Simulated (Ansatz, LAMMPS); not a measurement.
# Glassy 65SiO2-14Al2O3-11MgO-11Na2O (mol %) (117 atoms): geometry optimisation, part 2 of 3

How does glassy 65SiO2-14Al2O3-11MgO-11Na2O (mol %) (117 atoms) relax, and what do bonds, charges and levels look like afterwards?

Ansatz 0.2.0; Kohn-Sham DFT, revPBE, PAW (set soft_2), plane waves.

The cell: 24 Si, 10 Al, 4 Mg, 8 Na and 71 O. The quench rate of 25 K/ps is many orders above laboratory rates. The network of bonds at the start is that of the classical potential that made the cell. Only the Γ point is sampled, in a cell whose shortest periodic width is 12 Å.

So far. Step 3 (Single point at the start): Neighbours are counted within 2.12 Å (O-Si), 2.33 Å (O-Al), 2.83 Å (O-Na), 2.42 Å (O-Mg).

## (4) Relaxation

The atoms are relaxed in the fixed cell, aiming at the force tolerance of the input.

Contents of input.yaml:

```yaml
crystal:
  lattice:
    - [11.63429, 0.0, 0.0]
    - [0.0, 11.63429, 0.0]
    - [0.0, 0.0, 11.63429]
  atoms:
    [... the 117 atom lines of step 3 ...]
kpoints:
  mp_grid: { grid: [1, 1, 1] }
hamiltonian:
  xc: revpbe
scf:
  occupations: { method: fixed }
output:
  forces: true
relax:
  f_tol: 0.05
  max_steps: 200
```

Started as:

```
$ ansatz run input.yaml --threads 4 --pin off --max-ram 8192MiB --backend cpu --events-out ev --progress --plain --runs-dir out
```

Numbers of over 12 decimals in the logs are rounded to 6 here.

Output:

```text
[...]
Crystal: 117 atoms, lattice volume = 1574.779 Å³
Basis set: ecut = 420 eV, 30839 PW (Γ), exchange–correlation on 160×160×160 points (8 copies of the dense FFT grid, shifted against one another)
Bands: 449, of which v1, the nominal top of the filled ones, is band 332 counted from 1 (331 counted from 0)
Symmetry: 1 space group operations
[...]
k-points: 1
[...]
SCF iter   1: F=—  HF=-80821.535216 eV  |F-HF|=—  |Δ(HF+E_count)|=         —  Δρ=3.69e-3  dr2=2.58e-1  ethr=1.77e-3  ⟨swp⟩=5.0  Hψ=1521  notcnv=0  defer=115
[...]
SCF iter   3: F=—  HF=-80821.499759 eV  |F-HF|=—  |Δ(HF+E_count)|=   4.31e-3  Δρ=7.23e-4  dr2=1.33e-2  ethr=6.90e-6  ⟨swp⟩=3.0  Hψ=556  notcnv=0  defer=101
automatic band count: iteration 3 solves 435 bands in place of 449: the levels show a gap, and the empty bands left out lie too high to hold charge; the band table lists the bands solved (type scf.n_extra_bands for more)
SCF iter   4: F=—  HF=-80821.501788 eV  |F-HF|=—  |Δ(HF+E_count)|=   2.03e-3  Δρ=2.87e-4  dr2=1.33e-3  ethr=2.00e-6  ⟨swp⟩=3.0  Hψ=559  notcnv=0  defer=101
[...]
SCF iter   7: F=-80821.502322 eV  HF=-80821.502317 eV  |F-HF|=4.60e-6  |Δ(HF+E_count)|=   3.68e-5  Δρ=1.70e-5  dr2=4.90e-6  ethr=5.29e-9  ⟨swp⟩=4.0  Hψ=1122  notcnv=0
SCF 1 converged in 7 iterations: F = -80821.502322 eV  dr2 = 4.90e-6
[...]
relax step   1: F+E_penalty+E_count = -80821.50232191 eV  Δ(F+E_penalty+E_count) = +0.000e0 eV  max|allowed force component| = 4.018e0 eV/Å  Δτ_max = 0.0000 Å  (7 SCF iters, dr2 threshold 6.25e-5 eV, accepted)
[... from here on, the SCF cycles and remarks between the steps are left out ...]
relax step   2: F+E_penalty+E_count = -80826.39749137 eV  Δ(F+E_penalty+E_count) = -4.895e0 eV  max|allowed force component| = 2.467e0 eV/Å  Δτ_max = 0.1970 Å  (6 SCF iters, dr2 threshold 1.00e-4 eV, accepted)
relax step   3: F+E_penalty+E_count = -80830.26749536 eV  Δ(F+E_penalty+E_count) = -3.870e0 eV  max|allowed force component| = 6.277e-1 eV/Å  Δτ_max = 0.1979 Å  (8 SCF iters, dr2 threshold 1.00e-4 eV, accepted)
relax step   4: F+E_penalty+E_count = -80830.84152615 eV  Δ(F+E_penalty+E_count) = -5.740e-1 eV  max|allowed force component| = 4.930e-1 eV/Å  Δτ_max = 0.1482 Å  (7 SCF iters, dr2 threshold 2.55e-5 eV, accepted)
relax step   5: F+E_penalty+E_count = -80831.14825038 eV  Δ(F+E_penalty+E_count) = -3.067e-1 eV  max|allowed force component| = 3.344e-1 eV/Å  Δτ_max = 0.2000 Å  (7 SCF iters, dr2 threshold 1.57e-5 eV, accepted)
relax step   6: F+E_penalty+E_count = -80831.34238637 eV  Δ(F+E_penalty+E_count) = -1.941e-1 eV  max|allowed force component| = 1.756e-1 eV/Å  Δτ_max = 0.1957 Å  (6 SCF iters, dr2 threshold 5.14e-5 eV, accepted)
relax step   7: F+E_penalty+E_count = -80831.41057658 eV  Δ(F+E_penalty+E_count) = -6.819e-2 eV  max|allowed force component| = 1.435e-1 eV/Å  Δτ_max = 0.1963 Å  (7 SCF iters, dr2 threshold 8.51e-6 eV, accepted)
relax step   8: F+E_penalty+E_count = -80831.45556832 eV  Δ(F+E_penalty+E_count) = -4.499e-2 eV  max|allowed force component| = 1.172e-1 eV/Å  Δτ_max = 0.2000 Å  (7 SCF iters, dr2 threshold 5.68e-6 eV, accepted)
relax step   9: F+E_penalty+E_count = -80831.49117946 eV  Δ(F+E_penalty+E_count) = -3.561e-2 eV  max|allowed force component| = 2.123e-1 eV/Å  Δτ_max = 0.1974 Å  (7 SCF iters, dr2 threshold 9.16e-6 eV, accepted)
relax step  10: F+E_penalty+E_count = -80831.52855630 eV  Δ(F+E_penalty+E_count) = -3.738e-2 eV  max|allowed force component| = 7.795e-2 eV/Å  Δτ_max = 0.2000 Å  (6 SCF iters, dr2 threshold 3.01e-5 eV, accepted)
relax step  11: F+E_penalty+E_count = -80831.53563304 eV  Δ(F+E_penalty+E_count) = -7.077e-3 eV  max|allowed force component| = 7.559e-2 eV/Å  Δτ_max = 0.0974 Å  (9 SCF iters, accepted)
relax step  12: F+E_penalty+E_count = -80831.54846640 eV  Δ(F+E_penalty+E_count) = -1.283e-2 eV  max|allowed force component| = 8.342e-2 eV/Å  Δτ_max = 0.2000 Å  (10 SCF iters, accepted)
relax step  13: F+E_penalty+E_count = -80831.32247802 eV  Δ(F+E_penalty+E_count) = +2.260e-1 eV  max|allowed force component| = 5.233e-1 eV/Å  Δτ_max = 0.2000 Å  (8 SCF iters, dr2 threshold 6.55e-6 eV, rejected (line search))
relax step  14: F+E_penalty+E_count = -80831.56049873 eV  Δ(F+E_penalty+E_count) = -1.203e-2 eV  max|allowed force component| = 3.490e-2 eV/Å  Δτ_max = 0.1000 Å  (10 SCF iters, accepted)
relax step  15: F+E_penalty+E_count = -80831.56142343 eV  Δ(F+E_penalty+E_count) = -9.247e-4 eV  max|allowed force component| = 3.554e-2 eV/Å  Δτ_max = 0.0976 Å  (9 SCF iters, accepted)
SCF converged after 9 iterations
Free energy (F): -80831.561423 eV
[...]
Internal energy: -80831.561423 eV  (E = F + TS)
E sigma→0 (E₀):  -80831.561423 eV
Fermi energy:    3.255610 eV
[...]
--- Forces (eV/Å), atoms counted from 1 ---
  atom   1  Si    -0.00416761    -0.02118788     0.00301659
  atom   2  Si    -0.01157324     0.01052652     0.00601447
  atom   3  Si     0.00559509     0.00752963     0.01953489
  atom   4  Si    -0.00844808    -0.02430844     0.01314659
  atom   5  Si    -0.01234296     0.00313188     0.01244830
  atom   6  Si     0.00515564    -0.00032837    -0.00761887
  atom   7  Si    -0.01453423    -0.00395151    -0.00020052
  atom   8  Si     0.00546768     0.00059434     0.00457862
  atom   9  Si     0.00743636     0.00111638     0.00787218
  atom  10  Si     0.00358017    -0.01523239    -0.01226565
  atom  11  Si    -0.00940742     0.01146138     0.01826397
  atom  12  Si    -0.00760225    -0.01146920    -0.00765366
  atom  13  Si     0.01354848     0.00440892     0.00015521
  atom  14  Si    -0.02039714    -0.03358006     0.00356962
[...]
atom 116  O      0.01328295    -0.00256107    -0.02215934
  atom 117  O      0.00522875    -0.01458773    -0.00852354
  max |Σ_I F_I| component: 1.17e-4 eV/Å
--- Relaxed structure (15 steps of the walk, 14 accepted, 0 SCFs on fresh bases) ---
  F+E_penalty+E_count = -80831.56142343 eV   max|allowed force component| = 3.554e-2 eV/Å
  atoms:
    - { symbol: Si, position: [0.034598, 0.143100, 0.175332] }
    - { symbol: Si, position: [0.070936, 0.260588, 0.744353] }
    - { symbol: Si, position: [0.268307, 0.970844, 0.900865] }
    - { symbol: Si, position: [0.771912, 0.142020, 0.190724] }
[...]
- { symbol: O, position: [0.533566, 0.077196, 0.802239] }
```

It took 3.9 min on 4 threads of Arm Neoverse V1, shared host; peak memory 2 GiB.

Step by step:

```
step  energy less that of the first step (eV)  largest force component (eV/Å)
   1                                   0.0000                          4.0181
   2                                  -4.8952                          2.4671
   3                                  -8.7652                          0.6277
   4                                  -9.3392                          0.4930
   5                                  -9.6459                          0.3344
   6                                  -9.8401                          0.1756
   7                                  -9.9083                          0.1435
   8                                  -9.9532                          0.1172
   9                                  -9.9889                          0.2123
  10                                 -10.0262                          0.0779
  11                                 -10.0333                          0.0756
  12                                 -10.0461                          0.0834
  13                                  -9.8202                          0.5233
  14                                 -10.0582                          0.0349
  15                                 -10.0591                          0.0355
```

Relaxation step 13 was tried and not accepted.

The atoms that moved most (Å):

```
atom      dx      dy      dz  length
Na45   0.971   0.242   0.735   1.242
Na46   0.877   0.010  -0.561   1.041
Na39  -0.080  -0.071   0.618   0.627
Na40  -0.542   0.107  -0.004   0.552
Na41   0.322   0.287   0.235   0.491
 O56   0.040   0.407   0.123   0.427
Mg35  -0.374   0.033  -0.193   0.422
O108  -0.355  -0.024  -0.185   0.401
```

The relaxation changed the energy by -86.0 meV/atom, and atoms moved by 0.27 Å r.m.s., 1.2 Å at most.

## (5) Local order after relaxation

Bonds before and after, by the cutoffs listed below:

```
pair  bonds before  bonds after  mean before (Å)  mean after (Å)  spread before (Å)  spread after (Å)
O-Si            96           96            1.610           1.640              0.046             0.025
O-Al            40           40            1.746           1.777              0.058             0.045
O-Mg            13           14            1.962           2.004              0.053             0.097
```

Density 2.49 g/cm³, 13.46 Å³ an atom.

Pair distribution functions g(r), in bins of 0.2 Å:

```
r (Å)  total   O-O   O-Si  O-Al  O-Na  O-Mg  Si-Si
 1.50   0.18  0.00   0.74  0.00  0.00  0.00   0.00
 1.70   3.95  0.00  12.37  8.36  0.00  0.00   0.00
 1.90   0.47  0.00   0.00  2.86  0.00  4.11   0.00
 2.10   0.13  0.00   0.00  0.00  0.00  3.18   0.00
 2.30   0.19  0.04   0.00  0.00  1.84  0.43   0.00
 2.50   0.69  1.03   0.00  0.00  3.46  0.68   0.00
 2.70   1.69  4.22   0.00  0.00  1.21  0.29   0.00
 2.90   0.97  1.68   0.17  0.53  0.68  0.25   1.04
 3.10   1.08  1.08   0.26  0.18  0.46  0.23   4.97
 3.30   0.96  0.69   0.68  1.12  0.89  0.99   0.83
 3.50   0.96  0.62   1.37  0.94  1.07  1.44   0.17
 3.70   0.88  0.65   1.31  0.97  0.80  0.65   0.33
 3.90   0.93  0.55   1.57  1.68  0.51  1.00   0.56
 4.10   1.15  0.66   1.96  1.69  0.86  0.66   0.78
 4.30   1.09  0.81   1.42  1.68  0.82  1.56   1.18
 4.50   1.05  1.00   1.12  1.01  1.26  1.42   1.07
 4.70   1.04  1.08   0.68  0.96  1.55  1.70   1.27
 4.90   1.03  1.38   0.67  0.55  1.24  0.64   1.18
 5.10   1.11  1.58   0.58  0.88  1.10  0.76   1.15
 5.30   1.02  1.31   0.87  0.63  0.82  0.63   1.00
 5.50   0.91  0.94   0.75  1.11  0.77  1.39   1.02
 5.70   0.87  0.71   1.02  0.98  0.78  0.75   1.14
```

Bonds by pair of elements; cutoffs follow the first minimum of g(r), held within bounds set by covalent radii, and pairs that aren't listed don't count as bonded:

```
pair A-B  cutoff (Å)  bonds  mean length (Å)  spread (Å)  shortest (Å)  B about A  A about B
    O-Si        2.08     96             1.64       0.025          1.59       1.35          4
    O-Al        2.27     40             1.78       0.045          1.69      0.563          4
    O-Na        2.71     32             2.45       0.109          2.27      0.451          4
    O-Mg        2.42     14             2.00       0.097          1.90      0.197        3.5
```

The cutoff for O-Na falls short of the minimum of g(r), so counts run low and odd coordinations can be artefacts.

How many atoms have how many bonded neighbours:

```
element  mean   2   3   4  5
     Al     4   0   0  10  0
     Mg   3.5   0   2   2  0
     Na     4   0   3   2  3
      O  2.56  35  32   4  0
     Si     4   0   0  24  0
```

Bond angles, per cent of each kind in bins of 5°:

```
angle (°)  O-Si-O  O-Al-O  O-Na-O  Na-O-Si  Al-O-Si
    55–60     0.0     0.0     3.9      0.0      0.0
    60–65     0.0     0.0     7.8      0.0      0.0
    65–70     0.0     0.0     3.9      0.0      0.0
    70–75     0.0     0.0     5.9      0.0      0.0
    75–80     0.0     0.0     2.0      0.0      0.0
    80–85     0.0     3.3     3.9      2.4      0.0
    85–90     0.0     0.0     3.9      7.1      0.0
    90–95     0.0     1.7     5.9     21.4      0.0
   95–100     2.8     3.3     5.9      9.5      0.0
  100–105    15.3    10.0     2.0      9.5      0.0
  105–110    39.6    43.3     7.8      4.8      3.2
  110–115    27.8    15.0     3.9      7.1      6.5
  115–120    11.1    13.3     5.9      9.5     12.9
  120–125     2.8     6.7     7.8      7.1     22.6
  125–130     0.7     3.3    11.8      9.5      6.5
  130–135     0.0     0.0     2.0      2.4     16.1
  135–140     0.0     0.0     2.0      2.4      0.0
  140–145     0.0     0.0     3.9      2.4      0.0
  145–150     0.0     0.0     2.0      2.4     19.4
  150–155     0.0     0.0     0.0      2.4      6.5
  155–160     0.0     0.0     3.9      0.0      3.2
  160–165     0.0     0.0     0.0      0.0      3.2
  165–170     0.0     0.0     3.9      0.0      0.0
```

Bond angles (no mean is given where the spread exceeds 20°):

```
  angle  count  mean (°)  spread (°)
 O-Si-O    144       109         5.4
 O-Al-O     60       109         8.6
 O-Na-O     51         -           -
Na-O-Si     42       109        17.4
Al-O-Si     31       132        14.9
```

Oxygen atoms by the number of network formers (Si, P, Ge, B, Al, As, Ga) bound to them:

```
network formers bound to O  O atoms  per cent
                         0        0         0
                         1        9      12.7
                         2       59      83.1
                         3        3       4.2
```

Network units: each former by its oxygen neighbours and how many of them bridge to another former:

```
former  O neighbours  bridging O  atoms
    Si             4           3      7
    Si             4           4     17
    Al             4           3      2
    Al             4           4      8
```

Bond length by coordination (bonds to H left out):

```
element  coordination  atoms  mean bond length (Å)
     Mg             3      2                  1.99
     Mg             4      2                  2.01
     Na             3      3                  2.41
     Na             4      2                   2.4
     Na             5      3                  2.49
      O             2     35                  1.66
      O             3     32                  1.92
      O             4      4                  2.13
```

Rings of the network by King's shortest-path rule, up to 12 atoms, one path for each pair of neighbours; H, halogens, alkali and alkaline-earth atoms are left out, and the last column divides by all other atoms, bonded or not:

```
ring size (atoms)  rings  per network atom
                4      1              0.01
                6      1              0.01
                8      8             0.076
               10     18             0.171
               12     12             0.114
```

For some of the pairs, g(r) has its first main peak near 2.7 Å (O-O), 1.6 Å (O-Si), 1.8 Å (O-Al), 2.4 Å (O-Na), 2.0 Å (O-Mg) and 3.1 Å (Si-Si). The O-Si-O angle averages 109° with a spread of 5°. 83 % of the oxygens bridge two formers (Si and Al) and 13 % are non-bridging; 4 % join three. The commonest Si unit has 4 oxygens, 4 of them shared with other formers (17 of 24 atoms). Rings of 10 atoms are the most common (45 % of those counted); sizes run from 4 to 12, where the search stops.

[end of part 2 of 3]

[Logs are printed without paths, hosts, clocks, repeated set-up lines and the standing remarks that a program may print on its own settings, such as how far it seeks lower states.]

[Hosts, paths, dates, database ids (printed as entryN), source tags and the programs' standing remarks are cut or masked in the printed files.]
